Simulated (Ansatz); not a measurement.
# LaSb (model cell, started as NiAs type): phonons and vibrational spectra

Aim: the vibrations of LaSb (model cell, started as NiAs type), their spectra, and whether the structure is stable.

Calculated with Ansatz 0.2.0; DFT r2SCAN, scalar-relativistic, plane waves, PAW.

The structure was built from a prototype and need not be the compound's stable phase.

### Step 1. The structure

It takes space group P6_3/mmc (No. 194, hexagonal). Conventional cell: a = 4.499 Å, b = 4.499 Å, c = 7.199 Å, α = 90.00°, β = 90.00°, γ = 120.00°. Nearest to La lie 6 Sb at 3.16 Å. Nearest to Sb lie 6 La at 3.16 Å. Farther neighbours are not listed.

### Step 2. Coarse relaxation

A rough relaxation comes first, because large forces or stress need no tight tolerances yet.

Contents of input.yaml:

```yaml
crystal:
  lattice:
    - [4.49946, 0.0, 0.0]
    - [-2.24973, 3.89665, 0.0]
    - [0.0, 0.0, 7.19914]
  atoms:
    - { symbol: La, position: [0.0, 0.0, 0.0] }
    - { symbol: La, position: [0.0, 0.0, 0.5] }
    - { symbol: Sb, position: [0.333333, 0.666667, 0.25] }
    - { symbol: Sb, position: [0.666667, 0.333333, 0.75] }
kpoints:
  mp_grid: { grid: [6, 6, 4] }
hamiltonian:
  xc: r2scan
scf:
  occupations: { method: gaussian, width: 0.1 }
output:
  forces: true
  stress: true
  eigenvalues: true
relax:
  adjacent_minimum: "off"
  f_tol: 0.05
  max_steps: 80
  cell: { stress_tol: 0.5 }
```

The run is started by

```sh
ansatz run input.yaml --threads 4 --pin off --max-ram 7168MiB --backend cpu --events-out ev --progress --plain --runs-dir out
```

Numbers of over 12 decimals in the logs are rounded to 6 here.

Output:

```text
[...]
cell:  # Å, volume = 145.8132 Å³
    - [4.580153, 0, -1.1057090144832572e-17]
    - [-2.290077, 3.966529, 5.528545072416287e-18]
    - [-1.7691346486908395e-17, 0, 8.026131]
  atoms:
    - { symbol: La, position: [0, 0, 0] }
    - { symbol: La, position: [0.0, 0, 0.5] }
    - { symbol: Sb, position: [0.333333, 0.666667, 0.25] }
    - { symbol: Sb, position: [0.666667, 0.333333, 0.750000] }
[key lines of the parts left out:]
SCF converged after 5 iterations
Free energy (F): -25533.110488 eV
Fermi energy:    9.043804 eV
P = ⅓ Tr σ = 0.0672 GPa (0.672 kbar)
```

The job ended after 15 s (4 threads of Arm Neoverse V2, shared host; peak memory 0.86 GiB).

Step by step:

```
step  energy less that of the first step (eV)  largest force component (eV/Å)  pressure (GPa)  volume (Å³)
   1                                   0.0000                          0.0000           10.66       126.22
   2                                  -0.6126                          0.0000            3.28       138.87
   3                                  -0.7720                          0.0000            0.93       143.80
   4                                  -0.7839                          0.0000            0.07       145.81
  5*                                  -0.7870                          0.0000            0.07       145.81
```

Relaxation steps marked * repeat the geometry before them on a plane-wave basis chosen anew for their cell, so energy and pressure can jump there.

The run keeps the 24 symmetry operations that it works with, so distortions that break them were not tested.

```
conventional cell, symmetrised  before  after   change
                         a (Å)   4.499  4.580   +1.8 %
                         b (Å)   4.499  4.580   +1.8 %
                         c (Å)   7.199  8.026  +11.5 %
              volume (Å³/atom)   31.56  36.45  +15.5 %
```

Final coordinates:

```xyz
4
Lattice="4.5802 0.0000 0.0000 -2.2901 3.9665 0.0000 0.0000 0.0000 8.0261" Properties=species:S:1:pos:R:3 pbc="T T T"
La    0.0000    0.0000    0.0000
La    0.0000    0.0000    4.0131
Sb    0.0000    2.6444    2.0065
Sb    2.2901    1.3222    6.0196
```

This step gave:

```
pressure          : 0.06723 GPa
volume per atom   : 36.45 Å³
gap on the k-mesh : 0 eV
```

In this step the volume went from 31.56 to 36.45 Å³/atom.

### Step 3. Relaxation

Harmonic phonons are second derivatives at a point where the forces vanish, and they are wanted at zero stress, so atoms and cell are relaxed first.

Contents of input.yaml:

```yaml
crystal:
  lattice:
    - [4.5801530871, 0.0, 0.0]
    - [-2.2900765436, 3.9665289267, 0.0]
    - [0.0, 0.0, 8.0261310238]
  atoms:
    - { symbol: La, position: [0.0, 0.0, 0.0] }
    - { symbol: La, position: [0.0, 0.0, 0.5] }
    - { symbol: Sb, position: [0.3333333333, 0.6666666667, 0.25] }
    - { symbol: Sb, position: [0.6666666667, 0.3333333333, 0.75] }
kpoints:
  mp_grid: { grid: [12, 12, 6] }
hamiltonian:
  xc: r2scan
scf:
  occupations: { method: gaussian, width: 0.1 }
output:
  forces: true
  stress: true
  eigenvalues: true
  write_density: true
  write_potential: true
  elf: true
  volumetric_format: npy
relax:
  adjacent_minimum: "off"
  f_tol: 0.005
  max_steps: 80
  cell: { stress_tol: 0.05 }
```

Output:

```text
[...]
Crystal: 4 atoms, lattice volume = 145.813 Å³
Basis set: ecut = 500 eV, 3731 PW (Γ), exchange–correlation on 144×144×240 points (64 copies of the dense FFT grid, shifted against one another)
Bands: 32, of which v1, the nominal top of the filled ones, is band 26 counted from 1 (25 counted from 0)
Symmetry: 24 space group operations
[...]
k-points: 76 of 864
[...]
SCF iter   1: F=—  HF=-25533.101472 eV  |F-HF|=—  |Δ(HF+E_count)|=         —  Δρ=8.89e-3  dr2=2.57e-1  dr2_τ=8.85e-3  ethr=1.77e-3  ⟨swp⟩=7.2  Hψ=11133  notcnv=0
[...]
SCF iter   8: F=-25533.120033 eV  HF=-25533.120033 eV  |F-HF|=2.36e-10  |Δ(HF+E_count)|=   1.53e-7  Δρ=2.63e-6  dr2=1.95e-8  dr2_τ=7.05e-11  ethr=1.92e-10  ⟨swp⟩=21.9  Hψ=21406  notcnv=0
SCF 1 converged in 8 iterations: F = -25533.120033 eV  dr2 = 1.95e-8
[...]
relax step   1: F+E_penalty+E_count = -25533.12003280 eV  Δ(F+E_penalty+E_count) = +0.000e0 eV  max|allowed force component| = 5.551e-17 eV/Å  Δτ_max = 0.0000 Å  P = +0.048 GPa  Ω = 145.813 Å³  (8 SCF iters, dr2 threshold 1.00e-7 eV, accepted)
Crystal: 4 atoms, lattice volume = 146.023 Å³
[...]
SCF iter   5: F=-25533.120020 eV  HF=-25533.120020 eV  |F-HF|=1.43e-9  |Δ(HF+E_count)|=   1.15e-8  Δρ=1.68e-6  dr2=7.77e-9  dr2_τ=1.02e-10  ethr=2.42e-11  ⟨swp⟩=7.7  Hψ=17969  notcnv=0
SCF 2 converged in 5 iterations: F = -25533.120020 eV  dr2 = 7.77e-9
relax step   2: F+E_penalty+E_count = -25533.12002000 eV  Δ(F+E_penalty+E_count) = +1.280e-5 eV  max|allowed force component| = 1.966e-17 eV/Å  Δτ_max = 0.0000 Å  P = -0.033 GPa  Ω = 146.023 Å³  energy of the carried Pulay correction = -2.503e-5 eV  (5 SCF iters, dr2 threshold 1.26e-8 eV, accepted)
[...]
SCF iter   1: F=—  HF=-25533.120086 eV  |F-HF|=—  |Δ(HF+E_count)|=         —  Δρ=2.41e-6  dr2=9.26e-9  dr2_τ=1.71e-9  ethr=5.70e-7  ⟨swp⟩=4.7  Hψ=18805  notcnv=0
eigensolver tolerance schedule: the retry pair's looser diagonalisation over-reported the residual by 31979.71 of it (diagonalisation noise at an unbounded share of the residual, at the tolerance the schedule requests for it); recorded, not acted on — ethr = c·dr2/N_el stays at c = 1.0e-1
[...]
SCF iter   2: F=—  HF=-25533.120046 eV  |F-HF|=—  |Δ(HF+E_count)|=   3.99e-5  Δρ=1.29e-6  dr2=3.65e-9  dr2_τ=2.06e-10  ethr=1.78e-11  ⟨swp⟩=4.1  Hψ=7141  notcnv=0
[...]
SCF iter   5: F=-25533.120046 eV  HF=-25533.120046 eV  |F-HF|=7.28e-12  |Δ(HF+E_count)|=  2.91e-11  Δρ=7.81e-8  dr2=1.87e-11  dr2_τ=8.46e-13  ethr=1.00e-12  ⟨swp⟩=10.6  Hψ=14692  notcnv=0
SCF 3 converged in 5 iterations: F = -25533.120046 eV  dr2 = 1.87e-11
relax step   3: F+E_penalty+E_count = -25533.12004633 eV  Δ(F+E_penalty+E_count) = -2.633e-5 eV  max|allowed force component| = 2.544e-17 eV/Å  Δτ_max = 0.0000 Å  P = -0.033 GPa  Ω = 146.023 Å³  stress off target by 4.55e-2 GPa  SCF on the basis re-selected at this cell (its energy is not comparable with the rows above)  (5 SCF iters)
[...]
SCF converged after 5 iterations
Free energy (F): -25533.120046 eV
[...]
Internal energy: -25533.119024 eV  (E = F + TS)
E sigma→0 (E₀):  -25533.119535 eV
Entropy (-TS):   -0.001022 eV (-0.256 meV/atom)
Fermi energy:    9.034300 eV
[...]
--- Stress (GPa, compression-positive) ---
       -0.026749      -0.000000      -0.000000
       -0.000000      -0.026749      -0.000000
       -0.000000      -0.000000      -0.045507
  P = ⅓ Tr σ = -0.0330 GPa (-0.330 kbar)
--- Band table (eV; the first three rows and the last of 76) ---
  k-point 0: bands = [... 22 lower, 7.4139, 8.7875, 9.0126, 9.1044, 9.1044, 10.5541, 10.5541, 10.5826, ... 2 higher]
  k-point 1: bands = [... 22 lower, 7.4857, 8.3273, 8.8846, 8.8846, 9.3668, 10.6050, 10.6050, 10.7252, ... 2 higher]
  k-point 2: bands = [... 22 lower, 7.6963, 7.6963, 8.4530, 8.4530, 9.8344, 10.7092, 10.7360, 10.7360, ... 2 higher]
  k-point 75: bands = [... 22 lower, 7.3164, 7.3164, 7.3425, 7.3425, 10.5388, 10.5388, 10.8793, 10.8793, ... 2 higher]
--- Relaxed structure (2 steps of the walk, 2 accepted, 1 SCFs on fresh bases) ---
[...]
cell:  # Å, volume = 146.0229 Å³
    - [4.581485, 2.8875939359587012e-11, 0]
    - [-2.290742, 3.967682, 0]
    - [0, 0, 8.033001]
  atoms:
    - { symbol: La, position: [0, 0, 0] }
    - { symbol: La, position: [0, 0, 0.5] }
    - { symbol: Sb, position: [0.333333, 0.666667, 0.25] }
    - { symbol: Sb, position: [0.666667, 0.333333, 0.750000] }
```

Wall time 30 s (4 threads); peak memory 1 GiB.

Little changed from the start: no atom moved by 0.005 Å and no cell edge by 0.1 %.

Numbers from this step:

```
pressure        : -0.03300 GPa
volume per atom : 36.51 Å³
```

ELF in the ac plane at fractional y = 0.000, with atoms of La within 0.2 Å of it. It is the smooth field of the valence electrons, not physical close to the nuclei.

Values, 24 rows by 14 columns, each cell a mean:
```
0.18 0.53 0.83 0.67 0.21 0.07 0.14 0.17 0.10 0.08 0.36 0.80 0.76 0.36
0.71 0.80 0.80 0.47 0.15 0.16 0.34 0.40 0.27 0.12 0.22 0.66 0.82 0.76
0.79 0.74 0.53 0.21 0.17 0.38 0.56 0.60 0.51 0.28 0.15 0.33 0.63 0.77
0.34 0.26 0.15 0.17 0.38 0.59 0.66 0.66 0.64 0.52 0.29 0.14 0.19 0.30
0.06 0.07 0.14 0.37 0.58 0.66 0.65 0.64 0.66 0.64 0.52 0.26 0.11 0.07
0.05 0.09 0.24 0.51 0.65 0.67 0.63 0.62 0.65 0.67 0.61 0.40 0.17 0.07
0.05 0.08 0.19 0.45 0.62 0.67 0.64 0.63 0.65 0.66 0.58 0.34 0.13 0.06
0.17 0.14 0.11 0.23 0.47 0.63 0.66 0.66 0.66 0.58 0.38 0.16 0.12 0.15
0.65 0.56 0.35 0.16 0.24 0.48 0.62 0.64 0.58 0.38 0.19 0.21 0.44 0.61
0.82 0.82 0.73 0.34 0.14 0.24 0.45 0.50 0.38 0.17 0.16 0.52 0.78 0.82
0.39 0.66 0.83 0.61 0.18 0.09 0.20 0.24 0.15 0.09 0.31 0.77 0.80 0.54
0.03 0.39 0.81 0.71 0.24 0.06 0.09 0.12 0.07 0.08 0.41 0.82 0.70 0.19
0.17 0.52 0.83 0.67 0.21 0.07 0.14 0.17 0.10 0.08 0.36 0.80 0.75 0.35
0.72 0.80 0.81 0.47 0.14 0.15 0.34 0.39 0.26 0.12 0.22 0.67 0.83 0.77
0.78 0.72 0.51 0.20 0.18 0.39 0.57 0.60 0.52 0.29 0.15 0.31 0.61 0.76
0.35 0.28 0.17 0.18 0.37 0.59 0.66 0.66 0.64 0.52 0.29 0.15 0.20 0.32
0.06 0.07 0.14 0.36 0.57 0.66 0.65 0.65 0.66 0.64 0.51 0.25 0.10 0.06
0.05 0.09 0.25 0.51 0.65 0.67 0.63 0.61 0.65 0.67 0.62 0.40 0.17 0.07
0.05 0.08 0.19 0.44 0.62 0.67 0.64 0.63 0.65 0.66 0.57 0.33 0.13 0.06
0.16 0.13 0.12 0.24 0.48 0.63 0.66 0.66 0.66 0.59 0.39 0.16 0.12 0.15
0.66 0.56 0.34 0.15 0.24 0.49 0.62 0.64 0.59 0.39 0.18 0.20 0.43 0.62
0.81 0.82 0.74 0.36 0.14 0.23 0.44 0.49 0.37 0.17 0.17 0.54 0.79 0.82
0.41 0.66 0.83 0.60 0.18 0.09 0.21 0.25 0.15 0.09 0.30 0.77 0.80 0.55
0.03 0.38 0.81 0.71 0.24 0.06 0.09 0.11 0.07 0.08 0.41 0.82 0.70 0.18
```
Columns run along a (4.6 Å), rows up along c (8.0 Å). Atoms in or near the plane, at fractional coordinates: La at (0.00, 0.00), La at (0.00, 0.50).

Electrostatic potential energy in the ac plane at fractional y = 0.000, with atoms of La within 0.2 Å of it. With pseudopotentials it is smooth inside the atoms' cores, unlike the true potential.

Values in eV, 24 rows by 14 columns, each cell a mean:
```
-21 -35 -32  -7   4   9  11  11  11   8   1 -17 -36 -30
-36 -33 -18  -1   6  10  11  11  11   9   4  -7 -25 -35
-19 -13  -3   5   8  11  11  11  11  10   7   2  -7 -16
  1   3   6   9  10  11  11  11  11  11  10   8   5   2
  7   8   9  11  11  11  10   9  10  11  11  10   9   8
  9  10  11  11  11  10   9   9   9  11  11  11  10  10
  9   9  10  11  11  10   9   9  10  11  11  11  10   9
  4   5   7  10  11  11  10  10  11  11  10   9   7   5
 -9  -5   1   7   9  11  11  11  11  10   9   5  -1  -7
-32 -25 -11   2   7  10  11  11  11   9   6  -2 -17 -29
-31 -37 -28  -5   5   9  11  11  11   8   2 -14 -34 -36
 -6 -30 -34  -9   3   9  11  11  10   7   0 -20 -36 -21
-19 -34 -32  -7   4   9  11  11  10   8   1 -17 -36 -29
-38 -34 -19  -1   6  10  11  11  11   9   4  -7 -26 -37
-17 -12  -2   5   9  11  11  11  11  10   8   2  -6 -15
  0   2   6   9  10  11  11  11  11  11  10   7   4   1
  7   8   9  11  11  11  10   9  10  11  11  10   9   8
  9  10  11  11  11  10   9   9   9  11  11  11  10  10
  8   9  10  11  11  10   9   9  10  11  11  11  10   9
  4   6   8  10  11  11  10  10  11  11  10   9   7   5
 -8  -4   2   7   9  11  11  11  11  10   9   5   0  -6
-33 -26 -12   1   7  10  11  11  11   9   6  -3 -18 -30
-31 -36 -27  -5   5   9  11  11  11   8   2 -13 -33 -35
 -5 -30 -34  -9   3   9  11  11  10   7   0 -20 -36 -21
```
Columns run along a (4.6 Å; values clipped at the 3rd and 97th percentile), rows up along c (8.0 Å). Atoms in or near the plane, at fractional coordinates: La at (0.00, 0.00), La at (0.00, 0.50).

Valence density in the ac plane at fractional y = 0.000, with atoms of La within 0.2 Å of it. It is the smooth field of the valence electrons, not physical close to the nuclei.

Ten even steps from '0' (0.1 e/Å³) to '9' (1.6 e/Å³), each cell a mean:
```
89830000001599
98520000000379
54200000000135
11000000000001
00000000000000
00000011000000
00000001000000
00000000000000
32100000000013
87410000000258
99720000001499
89930000001699
89830000001599
99520000000379
54200000000134
11000000000001
00000000000000
00000011000000
00000001000000
00000000000000
32100000000013
87410000000258
99720000001489
89930000001699
```
Columns run along a (4.6 Å), rows up along c (8.0 Å). Atoms in or near the plane, at fractional coordinates: La at (0.00, 0.00), La at (0.00, 0.50).

In this step the volume went from 36.45 to 36.51 Å³/atom.

### Step 4. Relaxing to small forces for the phonons

Phonons need a cell at rest on their own settings, so the relaxation is repeated with tight tolerances on forces and stress, using the mesh and the filling of the phonon run that follows.

Contents of input.yaml:

```yaml
crystal:
  lattice:
    - [4.5814845827, 0.0, 0.0]
    - [-2.2907422914, 3.9676820357, 0.0]
    - [0.0, 0.0, 8.0330014495]
  atoms:
    - { symbol: La, position: [0.0, 0.0, 0.0] }
    - { symbol: La, position: [0.0, 0.0, 0.5] }
    - { symbol: Sb, position: [0.3333333333, 0.6666666667, 0.25] }
    - { symbol: Sb, position: [0.6666666667, 0.3333333333, 0.75] }
kpoints:
  mp_grid: { grid: [12, 12, 6] }
hamiltonian:
  xc: r2scan
scf:
  occupations: { method: methfessel_paxton, width: 0.2 }
output:
  forces: true
  stress: true
  eigenvalues: true
relax:
  adjacent_minimum: "off"
  f_tol: 0.001
  max_steps: 60
  cell: { stress_tol: 0.01 }
```

Output:

```text
[...]
Crystal: 4 atoms, lattice volume = 146.023 Å³
Basis set: ecut = 500 eV, 3731 PW (Γ), exchange–correlation on 144×144×240 points (64 copies of the dense FFT grid, shifted against one another)
Bands: 32, of which v1, the nominal top of the filled ones, is band 26 counted from 1 (25 counted from 0)
Symmetry: 24 space group operations
[...]
k-points: 76 of 864
[...]
--- Relaxed structure (3 steps of the walk, 3 accepted, 1 SCFs on fresh bases) ---
[...]
cell:  # Å, volume = 145.9430 Å³
    - [4.581032, 2.8864813054873272e-11, 0.0]
    - [-2.290516, 3.967290, 0.0]
    - [0.0, 0.0, 8.030191]
  atoms:
    - { symbol: La, position: [0, 0, 0] }
    - { symbol: La, position: [0, 0, 0.500000] }
    - { symbol: Sb, position: [0.333333, 0.666667, 0.250000] }
    - { symbol: Sb, position: [0.666667, 0.333333, 0.750000] }
[key lines of the parts left out:]
SCF converged after 7 iterations
Free energy (F): -25533.118881 eV
Fermi energy:    9.052287 eV
P = ⅓ Tr σ = -0.0002 GPa (-0.002 kbar)
```

Elapsed: 36 s, on 4 threads; peak memory 1 GiB.

Little changed from the start: no atom moved by 0.005 Å and no cell edge by 0.1 %.

Numbers from this step:

```
pressure        : -2.06e-4 GPa
volume per atom : 36.49 Å³
```

The forces vanish by symmetry and the pressure is 0.000 GPa, within the tolerances set. The cell now holds 36.49 Å³/atom.

(Part 1 of 2 ends here.)

[Logs are printed without paths, hosts, clocks, repeated set-up lines and the standing remarks that a program may print on its own settings, such as how far it seeks lower states.]

[Hosts, paths, dates, database ids (printed as entryN), source tags and the programs' standing remarks are cut or masked in the printed files.]
